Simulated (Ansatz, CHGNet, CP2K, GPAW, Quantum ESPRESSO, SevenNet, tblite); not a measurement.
**Running graphene/h-BP/graphene sandwich (62 atoms) with CP2K**

How do the settings of CP2K change the result for graphene/h-BP/graphene sandwich (62 atoms)? A plane-wave run serves as the yardstick.

Main program and level: CP2K 2026.2; the method is named at each step.

## 1. The structure

The cell holds 62 atoms: 48 C, 7 B and 7 P. Cell: a = 8.507 Å, b = 8.507 Å, c = 20.910 Å, α = 90.0°, β = 90.0°, γ = 120.0°. 12 cells of graphene (a = 2.46 Å, strained -0.17 %) and 7 cells of h-BP (a = 3.21 Å, +0.17 %) on one hexagonal cell, twist 10.89 deg; facing planes 3.49, 3.42 Å apart; 14 Å of vacuum; displaced by a Gaussian of 0.01 Å. Then every atom was moved at random, 0.03 Å r.m.s. a Cartesian component. Regions: layer 1, 24 atoms (24 C); layer 2, 14 atoms (7 B and 7 P); layer 3, 24 atoms (24 C). Vacuum lies along c.

The yardstick, on the same geometry:

| Item | Value |
| --- | --- |
| method | Kohn-Sham DFT, PBE, PAW, plane waves (Ansatz 0.2.0); cutoff 420 eV, Γ point, fermi-dirac smearing of 0.05 eV; PAW set soft_2 |
| r.m.s. force component | 1.569 eV/Å |
| longest force | 5.632 eV/Å |
| SCF cycles | 15 |
| time | 13 s on 4 threads of Arm Neoverse V1, shared host |
| CPU time | 51 s |

## 2. PBE, DZVP-MOLOPT-SR, 450/50 Ry, diagonalisation

Method: Kohn-Sham DFT, PBE, GTH-PBE pseudopotentials, Gaussian and plane waves, DZVP-MOLOPT-SR-GTH, diagonalisation.

The input, input.inp:

```
&GLOBAL
  PROJECT cell
  RUN_TYPE ENERGY_FORCE
  PRINT_LEVEL LOW
&END GLOBAL
&FORCE_EVAL
  METHOD QS
  &DFT
    BASIS_SET_FILE_NAME BASIS_MOLOPT
    POTENTIAL_FILE_NAME GTH_POTENTIALS
    &MGRID
      CUTOFF 450
      REL_CUTOFF 50
    &END MGRID
    &QS
      EPS_DEFAULT 1.0E-12
    &END QS
    &SCF
      SCF_GUESS ATOMIC
      EPS_SCF 5.0E-06
      MAX_SCF 200
      ADDED_MOS 27
      &DIAGONALIZATION
        ALGORITHM STANDARD
      &END DIAGONALIZATION
      &SMEAR ON
        METHOD FERMI_DIRAC
        ELECTRONIC_TEMPERATURE [K] 580
      &END SMEAR
      &MIXING
        METHOD BROYDEN_MIXING
        ALPHA 0.2
        NBROYDEN 12
        BETA 0.05
      &END MIXING
      &PRINT
        &RESTART OFF
        &END RESTART
      &END PRINT
    &END SCF
    &XC
      &XC_FUNCTIONAL PBE
      &END XC_FUNCTIONAL
    &END XC
    &PRINT
      &MULLIKEN ON
      &END MULLIKEN
      &HIRSHFELD ON
        SHAPE_FUNCTION DENSITY
      &END HIRSHFELD
      &MO ON
        EIGENVALUES T
        OCCUPATION_NUMBERS T
        MO_INDEX_RANGE 113 136
        &EACH
          QS_SCF 0
        &END EACH
        ADD_LAST NUMERIC
      &END MO
    &END PRINT
  &END DFT
  &SUBSYS
    &CELL
      A 8.50730 0.00000 0.00000
      B -4.25365 7.36754 0.00000
      C 0.00000 0.00000 20.91000
    &END CELL
    &COORD
      C -1.42935 4.92704 7.00088
      C -0.70509 3.69571 7.00903
      C -1.40302 7.35929 6.99419
      C -0.71253 6.08949 7.02492
      C 0.71585 1.23590 6.98352
      C -2.82761 7.32945 6.97056
      C 0.73095 3.66255 7.00882
      C 1.47810 2.47689 7.00903
      C 0.64783 6.17356 7.00004
      C 1.44747 4.90067 7.00903
      C 2.79448 2.41140 6.98979
      C 3.57983 1.23119 7.02053
      C 2.86109 4.92623 7.02492
      C 3.60646 3.64597 7.02911
      C 2.87964 7.35634 6.95383
      C 3.51143 6.12780 7.00150
      C 4.96758 1.28593 6.98708
      C 1.42327 7.35605 6.96470
      C 4.91352 3.67662 6.97453
      C 5.71431 2.49679 7.00025
      C 4.91399 6.10872 7.00025
      C 5.66514 4.85735 6.95655
      C 7.08743 2.42053 6.96763
      C 7.81332 1.14411 6.91619
      B 4.05305 4.47165 10.51334
      P 5.27265 3.05385 10.49807
      B 7.69745 0.22154 10.46817
      P 4.68063 6.10975 10.50435
      B -1.37082 3.35363 10.46441
      P -0.22481 1.96868 10.50267
      B -2.04209 6.48830 10.46901
      P -0.83703 5.14033 10.49557
      B 1.64370 2.33124 10.51438
      P 2.82812 0.90864 10.49285
      B 1.05618 5.44505 10.50623
      P 2.20892 4.09223 10.48574
      B 4.66953 1.21292 10.48887
      P 1.67062 7.22734 10.49055
      C 3.37693 4.46392 13.88048
      C 4.14616 3.22691 13.88361
      C 3.36940 6.91709 13.89093
      C 4.08661 5.71154 13.91477
      C 5.51792 0.78788 13.87358
      C 1.89760 6.95091 13.91435
      C 5.47330 3.26743 13.93840
      C 6.15312 1.98990 13.88508
      C -3.01537 5.71272 13.96286
      C -2.29310 4.48042 13.91289
      C -0.88880 2.05238 13.90201
      C -0.23778 0.82502 13.96746
      C -0.82019 4.52293 13.92773
      C -0.18601 3.27671 13.92543
      C -0.90339 6.91945 13.97896
      C -0.13786 5.71404 13.90661
      C 1.25478 0.82185 13.91958
      C -2.29421 6.94590 13.91435
[... 2 atom lines left out ...]
      C 1.26593 5.67205 13.87859
      C 1.99092 4.49840 13.88989
      C 3.37259 1.99491 13.95366
      C 4.05709 0.77661 13.90682
    &END COORD
    &KIND C
      BASIS_SET DZVP-MOLOPT-SR-GTH-q4
      POTENTIAL GTH-PBE-q4
    &END KIND
    &KIND B
      BASIS_SET DZVP-MOLOPT-SR-GTH-q3
      POTENTIAL GTH-PBE-q3
    &END KIND
    &KIND P
      BASIS_SET DZVP-MOLOPT-SR-GTH-q5
      POTENTIAL GTH-PBE-q5
    &END KIND
  &END SUBSYS
  &PRINT
    &FORCES ON
    &END FORCES
  &END PRINT
&END FORCE_EVAL
```

Command:

```sh
> OMP_NUM_THREADS=2 cp2k.psmp -i input.inp > output.txt
```

Numbers of over 12 decimals in the logs are rounded to 6 here.

Log:

```text
CP2K| version string:                                       CP2K version 2026.2
 CP2K| Input file name                                                 input.inp
 GLOBAL| Basis set file name                                        BASIS_MOLOPT
 GLOBAL| Potential file name                                      GTH_POTENTIALS
 GLOBAL| Run type                                                   ENERGY_FORCE
 GLOBAL| Total number of message passing processes                             1
 GLOBAL| Number of threads for this process                                    2
 TOTAL NUMBERS AND MAXIMUM NUMBERS
  Total number of            - Atomic kinds:                                   3
                             - Atoms:                                         62
                             - Shell sets:                                    62
                             - Shells:                                       310
                             - Primitive Cartesian functions:                296
                             - Cartesian basis functions:                    868
                             - Spherical basis functions:                    806
  Maximum angular momentum of- Orbital basis functions:                        2
                             - Local part of the GTH pseudopotential:          2
                             - Non-local part of the GTH pseudopotential:      2
 SCF PARAMETERS         Density guess:                                    ATOMIC
                        max_scf:                                             200
                        eps_scf:                                        5.00E-06
                        added MOs                                        27    0
                        Mixing method:                            BROYDEN_MIXING
                                                charge density mixing in g-space
                        Smear method:                                FERMI_DIRAC
                        Electronic temperature [K]:                        580.0
                        Electronic temperature [a.u.]:                  1.84E-03
                        Accuracy threshold:                             1.00E-10
 Extrapolation method: initial_guess
 Number of electrons:                                                        248
 Number of occupied orbitals:                                                124
 Number of molecular orbitals:                                               151
 Number of orbital functions:                                                806
 Number of independent orbital functions:                                    806
 SCF WAVEFUNCTION OPTIMIZATION
  Step     Update method      Time    Convergence         Total energy    Change
     1 NoMix/Diag. 0.20E+00    3.7     1.18228839      -338.2626089105 -3.38E+02
     2 Broy./Diag. 0.20E+00    6.2     0.23969236      -325.2770109750  1.30E+01
     3 Broy./Diag. 0.20E+00    6.2     0.53344559      -328.6960705353 -3.42E+00
     4 Broy./Diag. 0.20E+00    6.2     0.25753371      -334.1672762934 -5.47E+00
[...]
19 Broy./Diag. 0.20E+00    6.6     0.00000814      -338.9334092749 -1.13E-05
    20 Broy./Diag. 0.20E+00    6.7     0.00000406      -338.9334299075 -2.06E-05
  *** SCF run converged in    20 steps ***
  Electronic density on regular grids:       -247.9999999999        0.0000000001
  Core density on regular grids:              247.9999999997       -0.0000000003
  Total charge density on r-space grids:       -0.0000000002
  Total charge density g-space grids:          -0.0000000002
  Overlap energy of the core charge distribution:               1.57033e-05
  Self energy of the core charge distribution:               -797.302473
  Core Hamiltonian energy:                                    241.453776
  Hartree energy:                                             320.587427
  Exchange-correlation energy:                               -103.665671
  Electronic entropic energy:                                  -0.00650381
  Fermi energy:                                                 0.015328
  Total energy:                                              -338.933430
  Total energy (extrapolated to T->0):                       -338.930178
 MO| EIGENVALUES AND OCCUPATION NUMBERS
 MO|
 MO|  Index      Eigenvalue [a.u.]        Eigenvalue [eV]             Occupation
 MO|    113              -0.073113              -1.989509               2.000000
 MO|    114              -0.071551              -1.947002               2.000000
 MO|    115              -0.069022              -1.878174               2.000000
[...]
MO|    135               0.101324               2.757160               0.000000
 MO|    136               0.102087               2.777939               0.000000
 MO| Sum:                                                             248.000000
 MO| E(Fermi):            0.015328 a.u.          0.417085 eV
 !-----------------------------------------------------------------------------!
                     Mulliken Population Analysis
 #  Atom  Element  Kind  Atomic population                           Net charge
       1     C        1          4.010404                             -0.010404
       2     C        1          3.995807                              0.004193
       3     C        1          3.994288                              0.005712
[...]
61     C        1          4.004339                             -0.004339
      62     C        1          3.991650                              0.008350
 # Total charge                            248.000000                  0.000000
 !-----------------------------------------------------------------------------!
 !-----------------------------------------------------------------------------!
                           Hirshfeld Charges
  #Atom  Element  Kind  Ref Charge     Population                    Net charge
      1       C      1       4.000          4.007                        -0.007
      2       C      1       4.000          3.995                         0.005
      3       C      1       4.000          3.995                         0.005
[...]
61       C      1       4.000          4.004                        -0.004
     62       C      1       4.000          3.996                         0.004
  Total Charge                                                           -0.000
 !-----------------------------------------------------------------------------!
 ENERGY| Total FORCE_EVAL ( QS ) energy [hartree]           -338.933446
 FORCES| Atomic forces [hartree/bohr]
 FORCES|   Atom     x               y               z               |f|
 FORCES|      1 -3.32445517E-02 -4.46106700E-02 -2.54342394E-03   5.56936361E-02
 FORCES|      2  3.94826039E-02 -5.03936469E-02 -4.94785067E-03   6.42096323E-02
 FORCES|      3 -2.17891548E-02 -3.82829197E-05  1.91589711E-03   2.18732575E-02
[...]
FORCES|     61  2.70095350E-02 -7.26249743E-03 -1.38794118E-02   3.12233394E-02
 FORCES|     62 -5.91337981E-03  2.82845983E-02  9.97165295E-03   3.05682912E-02
 FORCES| Sum    -1.05324581E-04 -2.49891543E-05 -4.14657538E-08
 FORCES| Total atomic force                                       1.08248450E-04
```

Wall time 2.4 min (2 threads of Arm Neoverse V1, shared host); peak memory 3.2 GiB.

Banners, paths, timers and routine set-up lines are dropped from the logs unmarked, and long logs keep their key lines alone; longer cuts are marked.

Numbers from this run, and their distance from the reference:

* r.m.s. force component: 1.592 eV/Å
* r.m.s. difference of force components: 30.82 meV/Å
* longest difference of force vectors: 118.5 meV/Å
* force difference over r.m.s. force: 1.964 %
* slope of forces against the reference's: 1.014
* correlation of force components: 0.9999

Length of the force difference by element (eV/Å):

```
element  atoms   mean   most
      B      7  0.018  0.025
      C     48  0.053   0.12
      P      7  0.017  0.025
```

Local excerpt of 10 atoms (numbers count through the whole input) about B37, picked at random; x, y, z are measured from there.

```
atom      x      y      z  distance (Å)  bonds  Hirshfeld charge (e)     Fx     Fy  Fz (eV/Å)
 B37   0.00   0.00   0.00          0.00      3                 -0.07  -0.07   1.28      -0.01
 P38   1.25  -1.35   0.00          1.85      3                  0.09  -1.00  -0.70      -0.07
 P34  -1.84  -0.30   0.00          1.87      3                  0.09   0.17  -0.56      -0.04
 P26   0.60   1.84   0.01          1.94      3                  0.10   0.01  -1.13      -0.05
 B27   3.03  -0.99  -0.02          3.19      3                 -0.07   1.20  -0.70       0.10
 B35   0.64  -3.14   0.02          3.20      3                 -0.08  -1.72   1.57      -0.08
 B33  -3.03   1.12   0.03          3.23      3                 -0.08  -0.72  -0.23      -0.11
 B31  -2.46  -2.09  -0.02          3.23      3                 -0.09   0.16   1.19       0.14
 B29   2.47   2.14  -0.02          3.27      3                 -0.08  -1.45   1.01       0.07
 B25  -0.62   3.26   0.02          3.32      3                 -0.09  -0.85  -2.31      -0.12
```

Forces lie 2.0 % from the reference's, at 5.2 times its CPU time (on 2 against 4 cores).

The difference per atom is largest on C (0.053 eV/Å on average, against 0.018 on B).

## 3. PBE, TZVP-UZH, 450/50 Ry, diagonalisation

Method: Kohn-Sham DFT, PBE, GTH-PBE pseudopotentials, Gaussian and plane waves, TZVP-MOLOPT (UZH set), diagonalisation.

input.inp, as its differences from that of step 2:

```diff
@@ -8,4 +8,4 @@
   &DFT
-    BASIS_SET_FILE_NAME BASIS_MOLOPT
-    POTENTIAL_FILE_NAME GTH_POTENTIALS
+    BASIS_SET_FILE_NAME BASIS_MOLOPT_UZH
+    POTENTIAL_FILE_NAME POTENTIAL_UZH
     &MGRID
@@ -67,7 +67,8 @@
     &END CELL
-    &COORD
-[... 62 atom lines left out: the same atoms as in the first run ...]
-    &END COORD
+    &TOPOLOGY
+      COORD_FILE_NAME structure.xyz
+      COORD_FILE_FORMAT XYZ
+    &END TOPOLOGY
     &KIND C
-      BASIS_SET DZVP-MOLOPT-SR-GTH-q4
+      BASIS_SET TZVP-MOLOPT-PBE-GTH-q4
       POTENTIAL GTH-PBE-q4
@@ -75,3 +76,3 @@
     &KIND B
-      BASIS_SET DZVP-MOLOPT-SR-GTH-q3
+      BASIS_SET TZVP-MOLOPT-PBE-GTH-q3
       POTENTIAL GTH-PBE-q3
@@ -79,3 +80,3 @@
     &KIND P
-      BASIS_SET DZVP-MOLOPT-SR-GTH-q5
+      BASIS_SET TZVP-MOLOPT-PBE-GTH-q5
       POTENTIAL GTH-PBE-q5
```

The input, structure.xyz:

```xyz
62

C -1.42935 4.92704 7.00088
C -0.70509 3.69571 7.00903
C -1.40302 7.35929 6.99419
C -0.71253 6.08949 7.02492
C 0.71585 1.23590 6.98352
C -2.82761 7.32945 6.97056
C 0.73095 3.66255 7.00882
C 1.47810 2.47689 7.00903
C 0.64783 6.17356 7.00004
C 1.44747 4.90067 7.00903
C 2.79448 2.41140 6.98979
C 3.57983 1.23119 7.02053
C 2.86109 4.92623 7.02492
C 3.60646 3.64597 7.02911
C 2.87964 7.35634 6.95383
C 3.51143 6.12780 7.00150
C 4.96758 1.28593 6.98708
C 1.42327 7.35605 6.96470
C 4.91352 3.67662 6.97453
C 5.71431 2.49679 7.00025
[... 38 atom lines left out ...]
C 1.26593 5.67205 13.87859
C 1.99092 4.49840 13.88989
C 3.37259 1.99491 13.95366
C 4.05709 0.77661 13.90682
```

Command:

```sh
> OMP_NUM_THREADS=1 mpirun -np 4 cp2k.psmp -i input.inp > output.txt
```

Log:

```text
CP2K| version string:                                       CP2K version 2026.2
 CP2K| Input file name                                                 input.inp
 GLOBAL| Basis set file name                                    BASIS_MOLOPT_UZH
 GLOBAL| Potential file name                                       POTENTIAL_UZH
 GLOBAL| Run type                                                   ENERGY_FORCE
 GLOBAL| Total number of message passing processes                             4
 GLOBAL| Number of threads for this process                                    1
 TOTAL NUMBERS AND MAXIMUM NUMBERS
  Total number of            - Atomic kinds:                                   3
                             - Atoms:                                         62
[... lines left out ...]
                        Smear method:                                FERMI_DIRAC
[... lines left out ...]
 Number of electrons:                                                        248
[... lines left out ...]
  Step     Update method      Time    Convergence         Total energy    Change
[... lines left out ...]
  *** SCF run converged in    21 steps ***
[... lines left out ...]
  Fermi energy:                                                 0.019022
  Total energy:                                              -338.864570
  Total energy (extrapolated to T->0):                       -338.861413
[... lines left out ...]
 MO| E(Fermi):            0.019022 a.u.          0.517616 eV
[... lines left out ...]
       2     C        1          3.994392                              0.005608
       3     C        1          3.991508                              0.008492
[...]
61     C        1          3.991636                              0.008364
      62     C        1          3.993493                              0.006507
 # Total charge                            248.000000                  0.000000
 !-----------------------------------------------------------------------------!
 !-----------------------------------------------------------------------------!
                           Hirshfeld Charges
  #Atom  Element  Kind  Ref Charge     Population                    Net charge
      1       C      1       4.000          4.006                        -0.006
      2       C      1       4.000          3.995                         0.005
      3       C      1       4.000          3.995                         0.005
[...]
61       C      1       4.000          4.004                        -0.004
     62       C      1       4.000          3.996                         0.004
  Total Charge                                                           -0.000
 !-----------------------------------------------------------------------------!
 ENERGY| Total FORCE_EVAL ( QS ) energy [hartree]           -338.864613
 FORCES| Atomic forces [hartree/bohr]
 FORCES|   Atom     x               y               z               |f|
 FORCES|      1 -3.35652766E-02 -4.43802879E-02 -2.68180602E-03   5.57084360E-02
 FORCES|      2  3.99275884E-02 -5.06001328E-02 -5.20276915E-03   6.46657140E-02
 FORCES|      3 -2.22732358E-02  1.81655150E-05  1.64838107E-03   2.23341559E-02
[...]
FORCES|     61  2.72270796E-02 -7.74789357E-03 -1.35711089E-02   3.13929724E-02
 FORCES|     62 -6.39045801E-03  2.86228142E-02  1.03323283E-02   3.10943798E-02
 FORCES| Sum    -1.05513467E-04 -2.34750578E-05 -1.53644928E-06
 FORCES| Total atomic force                                       1.08104259E-04
```

Elapsed: 97 s, on 4 MPI ranks; peak memory 4.1 GiB.

Compared with the plane-wave run:

```
r.m.s. force component                  : 1.589 eV/Å
r.m.s. difference of force components   : 25.3 meV/Å
longest difference of force vectors     : 98.34 meV/Å
force difference over r.m.s. force      : 1.612 %
slope of forces against the reference's : 1.013
correlation of force components         : 1
```

Against the first run (2.0 %), the force difference from the reference is 1.6 %, at 1.5 times the CPU time (on 4 against 2 cores), with 1054 basis functions against 806; this set comes with other potentials too, so the change isn't the basis's alone.

[end of part 1 of 2]

[Also dropped from logs without a mark: logging warnings of Python, and SIESTA's first energy breakdown and zero terms.]

[Logs are printed without paths, hosts, clocks, repeated set-up lines and the standing remarks that a program may print on its own settings, such as how far it seeks lower states.]

[Hosts, paths, dates, database ids (printed as entryN), source tags and the programs' standing remarks are cut or masked in the printed files.]
